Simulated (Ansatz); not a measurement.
## Ta-Al-Ta stack of (111) layers: lattice stability ahead of a resistivity run

Question: is the lattice of Ta-Al-Ta stack of (111) layers stable, and if so, what are its coupling constant and resistivity?

Calculated with Ansatz 0.2.0; DFT PBEsol, scalar-relativistic, plane waves, PAW.

**1. Starting point**

The cell holds 3 atoms: 2 Ta and 1 Al. Cell: a = 2.864 Å, b = 2.864 Å, c = 15.677 Å, α = 90.0°, β = 90.0°, γ = 120.0°. Vacuum lies along c.

Structure file:

```cif
data_structure
_symmetry_space_group_name_H-M 'P 1'
_symmetry_Int_Tables_number 1
_cell_length_a 2.8638
_cell_length_b 2.8638
_cell_length_c 15.6765
_cell_angle_alpha 90.000
_cell_angle_beta 90.000
_cell_angle_gamma 120.000
_cell_volume 111.34
loop_
_atom_site_label
_atom_site_type_symbol
_atom_site_fract_x
_atom_site_fract_y
_atom_site_fract_z
_atom_site_occupancy
Ta1 Ta 0.00000 0.00000 0.35084 1
Al2 Al 0.33333 0.66667 0.50000 1
Ta3 Ta 0.66667 0.33333 0.64916 1
```

**2. Relaxation**

The structure is brought to rest under this functional.

Contents of input.yaml:

```yaml
crystal:
  lattice:
    - [2.86378, 0.0, 0.0]
    - [-1.43189, 2.48011, 0.0]
    - [0.0, 0.0, 15.67654]
  atoms:
    - { symbol: Ta, position: [0.0, 0.0, 0.35084279] }
    - { symbol: Al, position: [0.33333333, 0.66666667, 0.5] }
    - { symbol: Ta, position: [0.66666667, 0.33333333, 0.64915721] }
  periodic: [true, true, false]
kpoints:
  mp_grid: { grid: [12, 12, 1] }
hamiltonian:
  xc: pbesol
scf:
  occupations: { method: gaussian, width: 0.1 }
output:
  forces: true
  stress: true
  eigenvalues: true
  write_density: true
  write_potential: true
  elf: true
  volumetric_format: npy
relax:
  adjacent_minimum: "off"
  f_tol: 0.005
  max_steps: 80
  cell: { stress_2d_tol: 0.02 }
```

Run with:

```
> ansatz run input.yaml --threads 4 --pin off --max-ram 16384MiB --backend cpu --events-out ev --progress --plain --runs-dir out
```

Numbers of over 12 decimals in the logs are rounded to 6 here.

The program printed:

```text
Warning: crystal.periodic: the lattice vector that does not repeat stood 0.000° off the slab's normal, 15.677 Å along it as the deck builds it. The run solves the slab on a vector along the normal, 33.153 Å long, with every atom where it was (on the deck's vector they left 11.00 Å outside them, and the widest stretch free of ions among them is 2.34 Å). A fractional position that the run reports is one of the run's ce [...]
crystal.periodic: the lattice vector that does not repeat stood 0.000° off the slab's normal, 15.677 Å along it as the deck builds it. The run solves the slab on a vector along the normal, 33.153 Å long, with every atom where it was (on the deck's vector they left 11.00 Å outside them, and the widest stretch free of ions among them is 2.34 Å). A fractional position that the run reports is one of the run's cell, which [...]
Engine: ansatz 0.2.0, aarch64-unknown-linux-gnu
Pseudopotentials: kind: paw
Pseudopotential: Ta, paw, valence charge 13, recommended cutoff 420 eV (normal), Ta.paw.azcp
Pseudopotential: Al, paw, valence charge 3, recommended cutoff 420 eV (normal), Al.paw.azcp
Functional definition: PBEsol
  exchange = pbesol_x
  correlation = pbesol_c
Crystal: 3 atoms, lattice volume = 235.469 Å³
Basis set: ecut = 420 eV, 4623 PW (Γ), exchange–correlation on 40×40×450 points (8 copies of the dense FFT grid, shifted against one another)
Bands: 19, of which v1, the nominal top of the filled ones, is band 15 counted from 1 (14 counted from 0)
Symmetry: 12 space group operations
Space group: P-3m1 (ITA 164), of the structure as read, at distance tolerance 6.2e-5 Å
k-points: 19 of 144
Non-local potential: Ta, projectors of the file, l = 0: 3, l = 1: 2, l = 2: 2, l = 3: 1
Non-local potential: Al, projectors of the file, l = 0: 2, l = 1: 2, l = 2: 1
PAW form: soft (Blöchl's): semilocal exchange-correlation on the pseudo side does not see the compensation charge
PAW frozen core: Ta, regenerated for the run's functional, and the local potential with it (the file was generated under x = pbe(κ = 0.804, μ = 0.219515), c = pbe(β = 0.066725))
PAW frozen core: Al, regenerated for the run's functional, and the local potential with it (the file was generated under x = pbe(κ = 0.804, μ = 0.219515), c = pbe(β = 0.066725))
PAW one-centre angular grid: Ta, 590 points (default); XC on 64 Gauss nodes
PAW one-centre angular grid: Al, 110 points (default); XC on 64 Gauss nodes
Initial density: superposition of atomic densities (neutral atoms: chi_scale 0, normalization atom), corrected by the library's trained network
Initial wavefunctions: pseudopotential atomic-orbital guess
Functional: x = pbesol(κ = 0.804, μ = 0.123457), c = pbesol(β = 0.046)
SCF iter   1: F=—  HF=-20134.874760 eV  |F-HF|=—  |Δ(HF+E_count)|=         —  Δρ=4.41e-3  dr2=1.27e-1  ethr=1.77e-3  ⟨swp⟩=12.8  Hψ=3018  notcnv=0
preconditioner: auto → LDOS  [metal: Δε(μ)=0.092 eV  Ē_g=4.308 eV  σ=0.100 eV  W_gap=0.42  n_scr=20 (ndim 8)  ℏωp=8.7 eV  f_vac=0.708  D(μ)=3.46/eV (n_scr^D=16)  β→1.0]
SCF iter   2: F=—  HF=-20134.855674 eV  |F-HF|=—  |Δ(HF+E_count)|=   1.91e-2  Δρ=3.31e-3  dr2=3.09e-2  ethr=4.39e-4  ⟨swp⟩=3.7  Hψ=908  notcnv=0  defer=6
SCF iter   3: F=—  HF=-20134.851777 eV  |F-HF|=—  |Δ(HF+E_count)|=   3.90e-3  Δρ=6.99e-4  dr2=6.28e-3  ethr=1.07e-4  ⟨swp⟩=3.4  Hψ=668  notcnv=0  defer=6
SCF iter   4: F=—  HF=-20134.851119 eV  |F-HF|=—  |Δ(HF+E_count)|=   6.57e-4  Δρ=2.06e-4  dr2=4.85e-4  ethr=2.17e-5  ⟨swp⟩=2.7  Hψ=490  notcnv=0  defer=6
SCF iter   5: F=—  HF=-20134.851136 eV  |F-HF|=—  |Δ(HF+E_count)|=   1.62e-5  Δρ=7.83e-5  dr2=1.02e-4  ethr=1.67e-6  ⟨swp⟩=3.9  Hψ=810  notcnv=0  defer=6
SCF iter   6: F=—  HF=-20134.851147 eV  |F-HF|=—  |Δ(HF+E_count)|=   1.16e-5  Δρ=2.90e-5  dr2=6.90e-6  ethr=3.52e-7  ⟨swp⟩=3.4  Hψ=584  notcnv=0  defer=6
SCF iter   7: F=—  HF=-20134.851132 eV  |F-HF|=—  |Δ(HF+E_count)|=   1.55e-5  Δρ=6.59e-6  dr2=1.16e-7  ethr=2.38e-8  ⟨swp⟩=3.8  Hψ=736  notcnv=0  defer=5
iter 8 did not close the SCF: its close was put off until two iterations running show no level that it waits for move by more than its bar (scf_convergence_deferred on its scf_iter line)
SCF iter   8: F=-20134.851132 eV  HF=-20134.851132 eV  |F-HF|=1.08e-8  |Δ(HF+E_count)|=   1.36e-7  Δρ=1.44e-6  dr2=7.22e-9  ethr=3.45e-10  ⟨swp⟩=24.2  Hψ=4388  notcnv=0
iter 9 did not close the SCF: its close was put off until two iterations running show no level that it waits for move by more than its bar (scf_convergence_deferred on its scf_iter line)
SCF iter   9: F=-20134.851132 eV  HF=-20134.851132 eV  |F-HF|=2.67e-9  |Δ(HF+E_count)|=   1.16e-8  Δρ=3.33e-7  dr2=4.09e-10  ethr=2.49e-11  ⟨swp⟩=11.5  Hψ=3141  notcnv=0
SCF iter  10: F=-20134.851132 eV  HF=-20134.851132 eV  |F-HF|=2.44e-10  |Δ(HF+E_count)|=   2.65e-9  Δρ=5.78e-8  dr2=8.83e-12  ethr=1.41e-12  ⟨swp⟩=10.3  Hψ=2941  notcnv=0
SCF 1 converged in 10 iterations: F = -20134.851132 eV  dr2 = 8.83e-12
  greatest PAW one-centre occupation: 1.000 electrons in one spin orbital (limit 2), on the Ta atom at site 2 (counted from 0), in its partial waves of l = 0
relax step   1: F+E_penalty+E_count = -20134.85113182 eV  Δ(F+E_penalty+E_count) = +0.000e0 eV  max|allowed force component| = 2.182e-2 eV/Å  Δτ_max = 0.0000 Å  P = -7.879 N/m  Ω = 235.469 Å³  fix = [c, alpha, beta]  reactions: c -0.000 N/m  (10 SCF iters, dr2 threshold 1.00e-7 eV, accepted)
Crystal: 3 atoms, lattice volume = 212.971 Å³
Basis set: ecut = 420 eV, 4197 PW (Γ), exchange–correlation on 40×40×450 points (8 copies of the dense FFT grid, shifted against one another)
Initial density: handed on by an earlier stage of this run
Initial wavefunctions: those handed on with the density
iter 1 solved again at ethr=8.05e-4 eV; its pass at ethr=3.10e-3 eV (dr2=2.34e-1 eV) is discarded
SCF iter   1: F=—  HF=-20134.882984 eV  |F-HF|=—  |Δ(HF+E_count)|=         —  Δρ=5.57e-3  dr2=2.37e-1  ethr=8.05e-4  ⟨swp⟩=1.9  Hψ=4063  notcnv=0  defer=1
preconditioner: auto → LDOS  [metal: Δε(μ)=0.036 eV  Ē_g=4.720 eV  σ=0.100 eV  W_gap=0.20  n_scr=20 (ndim 8)  ℏωp=9.2 eV  f_vac=0.702  D(μ)=6.17/eV (n_scr^D=24)  β→1.0]
SCF iter   2: F=—  HF=-20134.848910 eV  |F-HF|=—  |Δ(HF+E_count)|=   3.41e-2  Δρ=4.03e-3  dr2=4.27e-2  ethr=8.05e-4  ⟨swp⟩=3.2  Hψ=666  notcnv=0  defer=1
SCF iter   3: F=—  HF=-20134.845078 eV  |F-HF|=—  |Δ(HF+E_count)|=   3.83e-3  Δρ=7.92e-4  dr2=4.17e-3  ethr=1.47e-4  ⟨swp⟩=2.9  Hψ=691  notcnv=0  defer=3
SCF iter   4: F=—  HF=-20134.844792 eV  |F-HF|=—  |Δ(HF+E_count)|=   2.86e-4  Δρ=2.51e-4  dr2=5.45e-4  ethr=1.44e-5  ⟨swp⟩=3.5  Hψ=683  notcnv=0  defer=4
[...]
SCF iter   5: F=—  HF=-20134.941677 eV  |F-HF|=—  |Δ(HF+E_count)|=   1.89e-6  Δρ=5.75e-5  dr2=5.44e-5  ethr=1.79e-7  ⟨swp⟩=3.8  Hψ=820  notcnv=0
SCF iter   6: F=—  HF=-20134.941675 eV  |F-HF|=—  |Δ(HF+E_count)|=   2.11e-6  Δρ=2.12e-5  dr2=8.04e-7  ethr=1.79e-7  ⟨swp⟩=2.6  Hψ=468  notcnv=0
SCF iter   7: F=—  HF=-20134.941660 eV  |F-HF|=—  |Δ(HF+E_count)|=   1.49e-5  Δρ=4.32e-6  dr2=6.91e-8  ethr=2.77e-9  ⟨swp⟩=4.2  Hψ=862  notcnv=0
SCF iter   8: F=—  HF=-20134.941660 eV  |F-HF|=—  |Δ(HF+E_count)|=   8.86e-8  Δρ=1.10e-6  dr2=3.35e-9  ethr=2.38e-10  ⟨swp⟩=3.6  Hψ=746  notcnv=0
SCF iter   9: F=—  HF=-20134.941660 eV  |F-HF|=—  |Δ(HF+E_count)|=   2.21e-8  Δρ=2.44e-7  dr2=1.63e-10  ethr=1.16e-11  ⟨swp⟩=3.7  Hψ=808  notcnv=0
SCF iter  10: F=—  HF=-20134.941660 eV  |F-HF|=—  |Δ(HF+E_count)|=   3.18e-9  Δρ=5.66e-8  dr2=1.27e-11  ethr=1.00e-12  ⟨swp⟩=3.6  Hψ=761  notcnv=0
SCF iter  11: F=-20134.941660 eV  HF=-20134.941660 eV  |F-HF|=7.28e-11  |Δ(HF+E_count)|=  3.64e-10  Δρ=1.06e-8  dr2=3.39e-13  ethr=1.00e-12  ⟨swp⟩=15.9  Hψ=2914  notcnv=0
the search or the solves at the SCF's close seem to have found levels that the self-consistency loop had missed (the run counts 1). By its estimate they hold under 1e-12 electrons; where the run keeps them, the occupations were computed again with them
SCF 3 converged in 11 iterations: F = -20134.941660 eV  dr2 = 3.39e-13
relax step   3: F+E_penalty+E_count = -20134.94165986 eV  Δ(F+E_penalty+E_count) = -9.053e-2 eV  max|allowed force component| = 1.522e-2 eV/Å  Δτ_max = 0.0232 Å  P = -0.864 N/m  Ω = 225.067 Å³  energy of the carried Pulay correction = +7.581e-4 eV  fix = [c, alpha, beta]  reactions: c -0.000 N/m  (11 SCF iters, accepted)
[...]
relax step   4: F+E_penalty+E_count = -20134.94261851 eV  Δ(F+E_penalty+E_count) = -9.586e-4 eV  max|allowed force component| = 2.817e-2 eV/Å  Δτ_max = 0.0096 Å  P = +0.046 N/m  Ω = 223.791 Å³  energy of the carried Pulay correction = +8.534e-4 eV  fix = [c, alpha, beta]  reactions: c +0.000 N/m  (6 SCF iters, dr2 threshold 3.00e-7 eV, accepted)
[...]
relax step   5: F+E_penalty+E_count = -20134.94274963 eV  Δ(F+E_penalty+E_count) = -1.311e-4 eV  max|allowed force component| = 6.404e-4 eV/Å  Δτ_max = 0.0047 Å  P = -0.002 N/m  Ω = 223.927 Å³  energy of the carried Pulay correction = +8.432e-4 eV  fix = [c, alpha, beta]  reactions: c -0.000 N/m  (5 SCF iters, dr2 threshold 4.96e-8 eV, accepted)
[...]
relax step   6: F+E_penalty+E_count = -20134.94212204 eV  Δ(F+E_penalty+E_count) = +6.276e-4 eV  max|allowed force component| = 7.619e-4 eV/Å  Δτ_max = 0.0000 Å  P = -0.022 N/m  Ω = 223.927 Å³  fix = [c, alpha, beta]  reactions: c -0.000 N/m  stress off target by 2.15e-2 N/m on what of the cell is left free  SCF on the basis re-selected at this cell (its energy is not comparable with the rows above)  (8 SCF iters)
[...]
relax step   7: F+E_penalty+E_count = -20134.94212446 eV  Δ(F+E_penalty+E_count) = -2.427e-6 eV  max|allowed force component| = 9.782e-6 eV/Å  Δτ_max = 0.0001 Å  P = -0.000 N/m  Ω = 223.903 Å³  energy of the carried Pulay correction = +1.871e-6 eV  fix = [c, alpha, beta]  reactions: c -0.000 N/m  (5 SCF iters, dr2 threshold 5.38e-10 eV, accepted)
iter 1 solved again at ethr=9.39e-7 eV; its pass at ethr=3.10e-3 eV (dr2=2.72e-4 eV) is discarded
SCF iter   1: F=—  HF=-20134.942141 eV  |F-HF|=—  |Δ(HF+E_count)|=         —  Δρ=1.08e-6  dr2=1.33e-9  ethr=9.39e-7  ⟨swp⟩=6.4  Hψ=4835  notcnv=0
eigensolver tolerance schedule: the retry pair's looser diagonalisation over-reported the residual by 204487.22 of it (diagonalisation noise at an unbounded share of the residual, at the tolerance the schedule requests for it); recorded, not acted on — ethr = c·dr2/N_el stays at c = 1.0e-1
SCF iter   2: F=—  HF=-20134.942121 eV  |F-HF|=—  |Δ(HF+E_count)|=   1.95e-5  Δρ=1.25e-6  dr2=2.25e-9  ethr=4.59e-12  ⟨swp⟩=9.1  Hψ=1978  notcnv=0
SCF iter   3: F=—  HF=-20134.942121 eV  |F-HF|=—  |Δ(HF+E_count)|=   1.03e-9  Δρ=6.08e-7  dr2=3.20e-10  ethr=4.59e-12  ⟨swp⟩=3.2  Hψ=693  notcnv=0
SCF iter   4: F=—  HF=-20134.942121 eV  |F-HF|=—  |Δ(HF+E_count)|=  1.82e-11  Δρ=3.42e-7  dr2=1.96e-10  ethr=1.10e-12  ⟨swp⟩=2.0  Hψ=512  notcnv=0
SCF iter   5: F=—  HF=-20134.942121 eV  |F-HF|=—  |Δ(HF+E_count)|=  3.27e-11  Δρ=1.54e-7  dr2=3.17e-11  ethr=1.00e-12  ⟨swp⟩=2.0  Hψ=521  notcnv=0
SCF iter   6: F=-20134.942121 eV  HF=-20134.942121 eV  |F-HF|=7.28e-12  |Δ(HF+E_count)|=  4.00e-11  Δρ=4.22e-8  dr2=1.80e-12  ethr=1.00e-12  ⟨swp⟩=15.9  Hψ=3384  notcnv=0
SCF 8 converged in 6 iterations: F = -20134.942121 eV  dr2 = 1.80e-12
relax step   8: F+E_penalty+E_count = -20134.94212144 eV  Δ(F+E_penalty+E_count) = +3.018e-6 eV  max|allowed force component| = 1.120e-5 eV/Å  Δτ_max = 0.0000 Å  P = -0.001 N/m  Ω = 223.903 Å³  fix = [c, alpha, beta]  reactions: c -0.000 N/m  stress off target by 5.32e-4 N/m on what of the cell is left free  SCF on the basis re-selected at this cell (its energy is not comparable with the rows above)  (6 SCF iters)
basis re-selected at this cell: Δ(F+E_penalty+E_count) = +3.018e-6 eV, ΔP = -0.000 N/m vs the last step (what re-selecting the basis moved, of the pressure what is left beyond the Pulay correction that the steps carried, after the strain that the cell walked since its last selection, with what the two solves' SCF thresholds leave and, on support functions, any second-order correction that the steps lacked; it is no m [...]
SCF converged after 6 iterations
Free energy (F): -20134.942121 eV
Harris-Foulkes:  -20134.942121 eV  (|F-HF|=7.28e-12)
Internal energy: -20134.919763 eV  (E = F + TS)
E sigma→0 (E₀):  -20134.930942 eV
Entropy (-TS):   -0.022359 eV (-7.453 meV/atom)
Fermi energy:    -5.699548 eV
--- Per-component energies (eV) ---
  E_band       = -874.493265
  E_kinetic    = 755.086077
  E_local      = -65384.417858  (includes V_loc(G=0)·N_el)
  E_nonlocal   = 47.264596
  E_hartree    = 32187.955416
  E_xc         = -471.639216
  E_vxc        = -434.532164  (∫ρ·V_xc dr)
  E_paw        = -17000.007865  (= ΣΔE_a)
  E_vpaw       = -233.805057  (= ΣTr[D̂ρ^β])
  E_aug_tail   = 0.000289  (compensation charges beyond the density's cutoff)
  E_ewald      = 29730.392366
  E_core_change = 0.446432  (= ΣΔE_core)
  E_smearing   = -0.022359  (= −TS)
  E_closure    = -0.000000  (closes the sum)
  Σ components = -20134.942121   (vs F -20134.942121, Δ=0.00e0)
--- Forces (eV/Å), atoms counted from 1 ---
  atom   1  Ta     0.00000000     0.00000000     0.00001120
  atom   2  Al    -0.00000000     0.00000000     0.00000000
  atom   3  Ta     0.00000000    -0.00000000    -0.00001120
  max |Σ_I F_I| component: 9.25e-18 eV/Å
--- 2D stress c σ (N/m, compression-positive) ---
       -0.000532       0.000000      -0.000000
        0.000000      -0.000532       0.000000
       -0.000000       0.000000      -0.000000
  P = ½ c Tr σ = -0.0005 N/m
--- Band table (eV; the first three rows and the last of 19) ---
  k-point 0: bands = [... 11 lower, -7.7982, -5.8526, -5.6474, -4.7295, -4.7295, -4.7282, -4.7282, -1.0967]
  k-point 1: bands = [... 11 lower, -7.6752, -5.8143, -5.7045, -5.0560, -5.0435, -4.4422, -4.4380, -1.9049]
  k-point 2: bands = [... 11 lower, -7.4274, -5.8703, -5.8596, -5.6969, -5.6069, -3.6044, -3.5929, -2.8045]
  k-point 18: bands = [... 11 lower, -7.2382, -5.7779, -5.7691, -5.7691, -5.7691, -5.5894, -5.5894, -1.7260]
--- Relaxed structure (6 steps of the walk, 5 accepted, 2 SCFs on fresh bases) ---
  F+E_penalty+E_count = -20134.94212144 eV   max|allowed force component| = 1.120e-5 eV/Å   (the final SCF, on the basis selected at the relaxed cell)
  cell:  # Å, volume = 223.9028 Å³
    - [2.792560, 0.0, 0]
    - [-1.396280, 2.418428, 0]
    - [0, 0, 33.153076]
  atoms:
    - { symbol: Ta, position: [-7.261242333535916e-19, 0, 0.165050] }
    - { symbol: Al, position: [0.333333, 0.666667, 0.236427] }
    - { symbol: Ta, position: [0.666667, 0.333333, 0.307804] }
```

Elapsed: 18 s, on 4 threads of Arm Neoverse V1, shared host; peak memory 0.55 GiB.

The steps of the relaxation:

```
step  energy less that of the first step (eV)  largest force component (eV/Å)  volume (Å³)
   1                                   0.0000                          0.0218       235.47
   2                                   0.0064                          0.0422       212.97
   3                                  -0.0905                          0.0152       225.07
   4                                  -0.0915                          0.0282       223.79
   5                                  -0.0916                          0.0006       223.93
  6*                                  -0.0910                          0.0008       223.93
   7                                  -0.0910                          0.0000       223.90
  8*                                  -0.0910                          0.0000       223.90
```

Relaxation steps marked * repeat the geometry before them on a plane-wave basis chosen anew for their cell, so energy and pressure can jump there. Relaxation step 2 was tried and not accepted.

The run keeps the 12 symmetry operations that it works with, so distortions that break them were not tested.

```
cell as run  before  after  change
      a (Å)   2.864  2.793  -2.5 %
      b (Å)   2.864  2.793  -2.5 %
```

The atoms that moved most (Å, along periodic axes as changes of fractional coordinates times the final cell, across vacuum about the mean position):

```
atom     dx     dy      dz  length
 Ta3  0.000  0.000   0.028   0.028
 Ta1  0.000  0.000  -0.028   0.028
```

The relaxed structure:

```cif
data_structure
_symmetry_space_group_name_H-M 'P 1'
_symmetry_Int_Tables_number 1
_cell_length_a 2.7926
_cell_length_b 2.7926
_cell_length_c 33.1531
_cell_angle_alpha 90.000
_cell_angle_beta 90.000
_cell_angle_gamma 120.000
_cell_volume 223.90
loop_
_atom_site_label
_atom_site_type_symbol
_atom_site_fract_x
_atom_site_fract_y
_atom_site_fract_z
_atom_site_occupancy
Ta1 Ta 0.00000 0.00000 0.16505 1
Al2 Al 0.33333 0.66667 0.23643 1
Ta3 Ta 0.66667 0.33333 0.30780 1
```

This step gave:

| Quantity | Value |
| --- | --- |
| metallic on mesh | yes |
| gap on the k-mesh | 0 eV |

Valence density in the ca plane at fractional y = 0.333, with atoms of Ta within 0.2 Å of it. It is the smooth field of the valence electrons, not physical close to the nuclei.

Ten steps, logarithmic in the rise over the least value, from '0' (0.0 e/Å³) to '9' (4.3 e/Å³), each cell a mean:
```
00000000001234555433333344689863210000000000
00000000001234444333333345899974210000000000
00000000001233444333333445899984210000000000
00000000001234444333333445899974210000000000
00000000001234555433333344578753210000000000
00000000001235676444333334455543210000000000
00000000001235776544433333444432210000000000
00000000001235676444333334456543210000000000
```
Columns run along c (16.0 Å, from fractional 0.00 to 0.48 of the cell), rows up along a (2.8 Å). Atoms in or near the plane, at fractional coordinates: Ta at (0.31, 0.67).

ELF in the ca plane at fractional y = 0.333, with atoms of Ta within 0.2 Å of it. It is the smooth field of the valence electrons, not physical close to the nuclei.

Values, 5 rows by 16 columns, each cell a mean:
```
0.00 0.00 0.05 0.29 0.39 0.32 0.32 0.47 0.58 0.38 0.61 0.22 0.16 0.03 0.00 0.00
0.00 0.00 0.05 0.32 0.55 0.51 0.39 0.40 0.60 0.49 0.42 0.28 0.12 0.03 0.00 0.00
0.00 0.00 0.05 0.29 0.39 0.30 0.32 0.47 0.58 0.38 0.60 0.22 0.16 0.03 0.00 0.00
0.00 0.00 0.05 0.24 0.24 0.40 0.31 0.52 0.48 0.33 0.29 0.37 0.25 0.04 0.00 0.00
0.00 0.00 0.05 0.24 0.24 0.41 0.31 0.53 0.49 0.33 0.29 0.36 0.25 0.04 0.00 0.00
```
Columns run along c (16.0 Å, from fractional 0.00 to 0.48 of the cell), rows up along a (2.8 Å). Atoms in or near the plane, at fractional coordinates: Ta at (0.31, 0.67).

Electrostatic potential energy in the ca plane at fractional y = 0.333, with atoms of Ta within 0.2 Å of it. With pseudopotentials it is smooth inside the atoms' cores, unlike the true potential.

Values in eV, 5 rows by 16 columns, each cell a mean:
```
  0   0   0  -1  -4 -12  -6  -7  -7 -23 -41 -11  -1   0   0   0
  0   0   0   0  -3  -7  -4  -4  -5 -30 -46 -16  -1   0   0   0
  0   0   0  -1  -4 -12  -6  -7  -7 -22 -40 -11  -1   0   0   0
  0   0   0  -1  -8 -26 -12 -14 -12  -9 -15  -4   0   0   0   0
  0   0   0  -1  -8 -27 -12 -14 -12  -9 -15  -4   0   0   0   0
```
Columns run along c (16.0 Å, from fractional 0.00 to 0.48 of the cell; values clipped at the 3rd and 97th percentile), rows up along a (2.8 Å). Atoms in or near the plane, at fractional coordinates: Ta at (0.31, 0.67).

The relaxation ends with a largest force component of 1.1e-5 eV/Å.

[end of part 1 of 3]

[Logs are printed without paths, hosts, clocks, repeated set-up lines and the standing remarks that a program may print on its own settings, such as how far it seeks lower states.]

[Hosts, paths, dates, database ids (printed as entryN), source tags and the programs' standing remarks are cut or masked in the printed files.]
